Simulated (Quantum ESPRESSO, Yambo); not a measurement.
Planning a run of Quantum ESPRESSO 7.5 on SiHCF (chair-type functionalised monolayer). The input:

```
&control
  calculation = 'nscf'
  prefix = 'x'
  outdir = 'o'
  pseudo_dir = 'pseudo'
/
&system
  ibrav = 0
  nat = 4
  ntyp = 4
  ecutwfc = 74.0
  nbnd = 30
  force_symmorphic = .true.
/
&electrons
  conv_thr = 1e-9
  electron_maxstep = 80
  diago_full_acc = .true.
  diago_thr_init = 5e-6
/
ATOMIC_SPECIES
  C 12.011 C.upf
  Si 28.085 Si.upf
  H 1.008 H.upf
  F 18.998 F.upf
CELL_PARAMETERS angstrom
  3.1303729628 -0.0000000002 0.0000000000
  -1.5651864812 2.7109825092 0.0000000000
  0.0000000000 0.0000000000 15.0000000000
ATOMIC_POSITIONS crystal
  C 0.3333333333 0.6666666667 0.5343176356
  Si 0.6666666667 0.3333333333 0.4973474006
  H 0.3333333333 0.6666666667 0.6080483949
  F 0.6666666667 0.3333333333 0.3905732356
K_POINTS automatic
  18 18 1 0 0 0
```

```sh
OMP_NUM_THREADS=1 mpirun -n 4 pw.x -nk 4 -in pw.in > pw.out
```

Estimate wall time and host memory on 4 MPI ranks of Arm Neoverse V1, shared host.

It took 23 s; on shared hardware allow 11 s to 45 s. Peak host memory was 0.37 GiB.

[Paths, hosts, dates, memory and timing lines, banners, echoed tables and standing remarks are left out of the program output.]

[Logs are printed without paths, hosts, clocks, repeated set-up lines and the standing remarks that a program may print on its own settings, such as how far it seeks lower states.]

[Runs of the session that timed out or met a known fault of the program may be left out.]

[Hosts, paths, dates, database ids (printed as entryN), source tags and the programs' standing remarks are cut or masked in the printed files.]
